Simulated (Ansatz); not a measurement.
# Lattice dynamics of TiC(001) slab, 2 layers

Aim: the phonons of TiC(001) slab, 2 layers at a cell relaxed beforehand at this level. After the zone centre comes a 4×4×1 q mesh on a 16×16×1 k mesh.

Calculated with Ansatz 0.2.0; DFT PBE, scalar-relativistic, plane waves, PAW; PAW set soft_1.

## Step 1: Set-up

The cell holds 4 atoms: 2 C and 2 Ti. Cell: a = 2.993 Å, b = 2.993 Å, c = 28.130 Å, α = 90.0°, β = 90.0°, γ = 90.0°. It derives from TiC. Vacuum lies along c.

As a file:

```cif
data_structure
_symmetry_space_group_name_H-M 'P 1'
_symmetry_Int_Tables_number 1
_cell_length_a 2.9927
_cell_length_b 2.9927
_cell_length_c 28.1300
_cell_angle_alpha 90.000
_cell_angle_beta 90.000
_cell_angle_gamma 90.000
_cell_volume 251.95
loop_
_atom_site_label
_atom_site_type_symbol
_atom_site_fract_x
_atom_site_fract_y
_atom_site_fract_z
_atom_site_occupancy
C1 C 0.50000 0.50000 0.22995 1
C2 C 0.00000 0.00000 0.30915 1
Ti3 Ti 0.00000 0.00000 0.23286 1
Ti4 Ti 0.50000 0.50000 0.30625 1
```

## Step 2: Linear response at the zone centre

The cell comes from relaxations at this level that are not shown. The zone centre comes first: it holds the modes that light can see, as far as symmetry allows. No field response is asked, since the mesh shows no gap.

input.yaml reads:

```yaml
crystal:
  lattice:
    - [2.1161931742, 2.1161931742, 0.0]
    - [-2.1161931742, 2.1161931742, 0.0]
    - [0.0, 0.0, 28.12997146]
  atoms:
    - { symbol: C, position: [0.5, 0.5, 0.2299532549] }
    - { symbol: C, position: [0.0, 0.0, 0.3091514513] }
    - { symbol: Ti, position: [0.0, 0.0, 0.23285639] }
    - { symbol: Ti, position: [0.5, 0.5, 0.3062483162] }
  periodic: [true, true, false]
kpoints:
  mp_grid: { grid: [16, 16, 1] }
hamiltonian:
  xc: pbe
  pseudopotentials: { kind: paw, azcp: { folder: soft_1 } }
scf:
  occupations: { method: methfessel_paxton, width: 0.2 }
output:
  eigenvalues: true
phonons:
  method: dfpt
```

Started as:

```bash
$ ansatz run input.yaml --threads 4 --pin off --max-ram 16384MiB --backend cpu --events-out ev --progress --plain --runs-dir out
```

Numbers of over 12 decimals in the logs are rounded to 6 here.

The program printed:

```text
Warning: crystal.symmetry: narrowed to the stabiliser of the run's FFT grids — unitary ops 16 → 8. A phonons.method: dfpt run fills in the rows of the dynamical matrix that it does not solve by its symmetry operations, which is exact only for operations that map its FFT grids onto themselves: filled in by any other, the frequencies could depend on the order in which like atoms are typed, or, by more than the grids' own error, on where the crystal sits among the grids' points. Excluded: 8 operations. The run can therefore solve more perturbations, solve them on more k-points, or both, and cost more. [rest of the remark cut]
Engine: ansatz 0.2.0, aarch64-unknown-linux-gnu
Pseudopotentials: kind: paw
Pseudopotential: C, paw, valence charge 4, recommended cutoff 420 eV (normal), soft_1/C.paw.azcp
Pseudopotential: Ti, paw, valence charge 12, recommended cutoff 420 eV (normal), soft_1/Ti.paw.azcp
Functional definition: PBE
  parameter kappa = 0.804
  parameter beta = 0.066725
  exchange = pbe_x(kappa = kappa, mu = beta*pi^2/3)
  correlation = pbe_c(beta = beta)
Crystal: 4 atoms, lattice volume = 251.947 Å³
Basis set: ecut = 420 eV, 4775 PW (Γ), exchange–correlation on 48×48×384 points (8 copies of the dense FFT grid, shifted against one another)
Bands: 20, of which v1, the nominal top of the filled ones, is band 16 counted from 1 (15 counted from 0)
Symmetry: 16 space group operations
k-points: 73 of 256 (irreducible under 2 space group operations, time reversal used)
Non-local potential: C, projectors of the file, l = 0: 2, l = 1: 2, l = 2: 1
Non-local potential: Ti, projectors of the file, l = 0: 3, l = 1: 2, l = 2: 3, l = 3: 1
PAW form: soft (Blöchl's): semilocal exchange-correlation on the pseudo side does not see the compensation charge
PAW one-centre angular grid: C, 110 points (default); XC on 64 Gauss nodes
PAW one-centre angular grid: Ti, 590 points (default); XC on 64 Gauss nodes
Initial density: superposition of atomic densities (neutral atoms: chi_scale 0, normalization atom)
Initial wavefunctions: pseudopotential atomic-orbital guess
Functional: x = pbe(κ = 0.804, μ = 0.219515), c = pbe(β = 0.066725)
SCF iter   1: F=—  HF=-5509.387080 eV  |F-HF|=—  |Δ(HF+E_count)|=         —  Δρ=8.46e-2  dr2=2.83e1  ethr=3.10e-3  ⟨swp⟩=8.9  Hψ=10868  notcnv=0
preconditioner: auto → LDOS  [insulator: Δε(μ)=0.232 eV  Ē_g=8.218 eV  σ=0.200 eV  W_gap=0.61  n_scr=16 (ndim 8)  ℏωp=9.4 eV  f_vac=0.742  D(μ)=0.08/eV (n_scr^D=2)  ε∞_Penn≈2.3  β→1.0]
SCF iter   2: F=—  HF=-5549.573153 eV  |F-HF|=—  |Δ(HF+E_count)|=    4.02e1  S|Δr|=    0.00e0  Δρ=2.75e-1  dr2=2.43e2  ethr=3.10e-3  ⟨swp⟩=7.9  Hψ=16074  notcnv=0  recentre
automatic band count: the SCF goes on with 24 bands, as 20 were too few: they end inside the smearing window of the response
SCF iter   3: F=—  HF=-5503.073392 eV  |F-HF|=—  |Δ(HF+E_count)|=    4.65e1  S|Δr|=    0.00e0  Δρ=1.86e-2  dr2=1.55e0  ethr=3.10e-3  ⟨swp⟩=7.7  Hψ=10044  notcnv=0  defer=82
SCF iter   4: F=—  HF=-5502.608681 eV  |F-HF|=—  |Δ(HF+E_count)|=   4.65e-1  S|Δr|=    0.00e0  Δρ=9.46e-3  dr2=2.37e-1  ethr=3.10e-3  ⟨swp⟩=4.3  Hψ=4332  notcnv=0  defer=130
SCF iter   5: F=—  HF=-5502.572171 eV  |F-HF|=—  |Δ(HF+E_count)|=   3.65e-2  S|Δr|=    0.00e0  Δρ=4.14e-3  dr2=4.45e-2  ethr=7.42e-4  ⟨swp⟩=3.5  Hψ=4365  notcnv=0  defer=120
SCF iter   6: F=—  HF=-5502.561994 eV  |F-HF|=—  |Δ(HF+E_count)|=   1.02e-2  S|Δr|=    0.00e0  Δρ=1.46e-3  dr2=4.30e-3  ethr=1.39e-4  ⟨swp⟩=3.5  Hψ=3316  notcnv=0  defer=120
SCF iter   7: F=—  HF=-5502.561298 eV  |F-HF|=—  |Δ(HF+E_count)|=   6.96e-4  S|Δr|=    0.00e0  Δρ=1.71e-4  dr2=9.95e-5  ethr=1.34e-5  ⟨swp⟩=3.2  Hψ=3284  notcnv=0  defer=120
SCF iter   8: F=—  HF=-5502.561300 eV  |F-HF|=—  |Δ(HF+E_count)|=   1.91e-6  S|Δr|=    0.00e0  Δρ=4.70e-5  dr2=9.28e-6  ethr=3.11e-7  ⟨swp⟩=3.9  Hψ=3672  notcnv=0  defer=120
SCF iter   9: F=—  HF=-5502.561298 eV  |F-HF|=—  |Δ(HF+E_count)|=   1.77e-6  S|Δr|=    0.00e0  Δρ=1.81e-5  dr2=6.58e-7  ethr=2.90e-8  ⟨swp⟩=3.2  Hψ=3082  notcnv=0  defer=120
SCF iter  10: F=—  HF=-5502.561392 eV  |F-HF|=—  |Δ(HF+E_count)|=   9.40e-5  S|Δr|=    0.00e0  Δρ=2.33e-6  dr2=1.10e-8  ethr=2.06e-9  ⟨swp⟩=3.0  Hψ=3442  notcnv=0  defer=120
SCF iter  11: F=—  HF=-5502.561392 eV  |F-HF|=—  |Δ(HF+E_count)|=   4.97e-9  S|Δr|=    0.00e0  Δρ=5.66e-7  dr2=9.98e-10  ethr=3.44e-11  ⟨swp⟩=4.2  Hψ=4115  notcnv=0  defer=120
SCF iter  12: F=—  HF=-5502.561392 eV  |F-HF|=—  |Δ(HF+E_count)|=  3.27e-10  S|Δr|=    0.00e0  Δρ=1.15e-7  dr2=3.46e-11  ethr=3.12e-12  ⟨swp⟩=3.1  Hψ=2933  notcnv=0  defer=120
SCF iter  13: F=-5502.561392 eV  HF=-5502.561392 eV  |F-HF|=8.19e-12  |Δ(HF+E_count)|=  1.25e-10  S|Δr|=    0.00e0  Δρ=2.36e-8  dr2=8.24e-13  ethr=1.00e-12  ⟨swp⟩=24.8  Hψ=17410  notcnv=0
SCF 1 converged in 13 iterations: F = -5502.561392 eV  dr2 = 8.24e-13
  greatest PAW one-centre occupation: 0.999 electrons in one spin orbital (limit 2), on the Ti atom at site 3 (counted from 0), in its partial waves of l = 0
DFPT response loops at Γ: preconditioner auto → none (partly filled bands, converged f_vac=0.774); β = 0.50; Broyden in place of MSR1
SCF converged after 13 iterations
Stability not checked: this state was not tested for a lower state beside it, because cold or Methfessel-Paxton smearing, or corrected tetrahedra, fill the levels in a way that the test cannot read (fill_not_monotonic; see scf.lower_state_search)
Free energy (F): -5502.561392 eV
Harris-Foulkes:  -5502.561392 eV  (|F-HF|=8.19e-12)
Internal energy: -5502.559544 eV  (E = F + TS)
E sigma→0 (E₀):  -5502.560930 eV
Entropy (-TS):   -0.001848 eV (-0.462 meV/atom)
Fermi energy:    -3.846886 eV
--- Per-component energies (eV) ---
  E_band       = -809.995489
  E_kinetic    = 730.576227
  E_local      = -60970.605925  (includes V_loc(G=0)·N_el)
  E_nonlocal   = 167.114590
  E_hartree    = 30015.320240
  E_xc         = -327.268514
  E_vxc        = -408.081773  (∫ρ·V_xc dr)
  E_paw        = -2282.130025  (= ΣΔE_a)
  E_vpaw       = -359.639013  (= ΣTr[D̂ρ^β])
  E_aug_tail   = -0.000133  (compensation charges beyond the density's cutoff)
  E_ewald      = 27164.433996
  E_smearing   = -0.001848  (= −TS)
  E_closure    = 0.000000  (closes the sum)
  Σ components = -5502.561392   (vs F -5502.561392, Δ=0.00e0)
--- Band table (eV; the first three rows and the last of 73) ---
  k-point 0: bands = [... 12 lower, -5.0563, -3.7062, -3.5119, -3.5119, -3.0162, -2.8339, -2.8339, -1.8368 (-1.8368°), ... 4 higher]
  k-point 1: bands = [... 12 lower, -5.2130, -3.9632, -3.7319, -3.3833, -3.2826, -3.0495, -2.5875, -2.0258, ... 4 higher]
  k-point 2: bands = [... 12 lower, -5.5428, -4.5358, -4.2515, -4.0035, -3.0739, -2.9484, -2.2131, -2.1237, ... 4 higher]
  k-point 72: bands = [... 12 lower, -5.2401, -5.2401, -4.4636, -4.4636, -4.0541, -4.0541, -0.6459, -0.6459, ... 4 higher]
  ° read free of the cell's end (the report's vacuum.weakly_bound_levels)
--- Phonons (Γ-DFPT): 8 representative perturbations + reference, on 73 of 256 k-points (Σ response iterations 40) ---
  ASR residual: 4.003e-5 → 0.000e0 eV/Å²; symmetrization residual: 9.037e-6 eV/Å²
  The last average, over the group as it would stand without the narrowing to the FFT grids, took up to 4.941e-7 eV/Å² of the zone centre's force constants
  ASR residual per site (eV/Å²): 8.05e-6 7.42e-6 3.93e-5 4.00e-5
  Γ frequencies (cm⁻¹): 0.00 0.00 0.00 220.10 220.10 317.36 461.44 461.44 478.83 478.83 479.46 570.57
  non-analytic LO–TO correction: not included (Born effective charges unavailable; polar crystals: no LO–TO splitting at Γ)
```

Elapsed: 93 s, on 4 threads of Arm Neoverse V2, shared host; peak memory 1.7 GiB.

The column dr2 measures how far the density is from self-consistency, as an energy; F and HF (Harris–Foulkes) agree once it is small.

Numbers from this step:

| Item | Value |
| --- | --- |
| gap on the k-mesh | 0 eV |
| sum-rule residual before enforcement | 4.00e-5 eV/Å² |
| point group | 4/mmm |
| area per atom | 2.239 Å² |
| highest optical mode at the zone centre (no LO-TO term) | 570.6 cm⁻¹ |
| lowest optical zone-centre mode | 220.1 cm⁻¹ |

Patterns of degenerate modes are one choice out of their space. Modes at Γ, with each element's share of the kinetic energy:

```
mode  frequency (cm⁻¹)  symmetry  C %  Ti %
   1               0.0  acoustic   20    80
   2               0.0  acoustic   20    80
   3               0.0  acoustic   20    80
   4             220.1        Eg    8    92
   5             220.1        Eg    8    92
   6             317.4       A1g    6    94
   7             461.4        Eg   92     8
   8             461.4        Eg   92     8
   9             478.8        Eu   80    20
  10             478.8        Eu   80    20
  11             479.5       A1g   94     6
  12             570.6       A2u   80    20
```

Displacements in mode 4 (220.1 cm⁻¹), the largest set to 1:
```
C1   0.00 -0.59  0.00
C2   0.00  0.59  0.00
Ti3  0.00 -1.00  0.00
Ti4  0.00  1.00  0.00
```

Displacements in mode 12 (570.6 cm⁻¹), the largest set to 1:
```
C1   0.00  0.00  1.00
C2   0.00  0.00  1.00
Ti3  0.00  0.00 -0.25
Ti4  0.00  0.00 -0.25
```

Before it was imposed, the acoustic sum rule was missed by 4.0e-5 eV/Å². Small misses are needed for a sound result but don't prove that mesh and cutoff are converged. The lowest optical mode is real, 220 cm⁻¹.

[end of part 1 of 2]

[Logs are printed without paths, hosts, clocks, repeated set-up lines and the standing remarks that a program may print on its own settings, such as how far it seeks lower states.]

[Hosts, paths, dates, database ids (printed as entryN), source tags and the programs' standing remarks are cut or masked in the printed files.]
